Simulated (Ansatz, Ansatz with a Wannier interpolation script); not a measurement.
Rows from a G0W0 calculation on ThTi2O6 (C2/m) (Ansatz 0.2.0; G0W0 on LDA, plane waves, PAW; PAW set soft_1; 4×4×2 mesh, 482 empty bands, screening to 150 eV, PAW set soft_1 files), in eV. Spin-orbit coupling is left out.

| row | Σx | Σc | Vxc | Z |
| --- | --- | --- | --- | --- |
| A | -13.32 | -7.03 | -21.90 | 0.73 |
| B | -13.76 | -7.10 | -22.45 | 0.72 |
| C | -26.03 | 4.01 | -21.78 | 0.74 |
| D | -26.18 | 4.18 | -21.70 | 0.74 |
| E | -13.67 | -7.37 | -22.64 | 0.72 |
| F | -13.99 | -6.93 | -22.47 | 0.72 |

Question: Which rows are filled states and which are empty ones, and how can one tell?

Filled: C and D. Empty: A, B, E and F. The sign of Σc tells: for a filled state bare exchange, which holds its interaction with itself, lies below Vxc (Σx − Vxc is -4.2 eV or lower here) and screening gives part back as a positive Σc. For an empty state Σx lies above Vxc (+8.5 eV or more) and the Coulomb hole leaves Σc negative.

[Runs of the session that timed out or met a known fault of the program may be left out.]

[Hosts, paths, dates, database ids (printed as entryN), source tags and the programs' standing remarks are cut or masked in the printed files.]
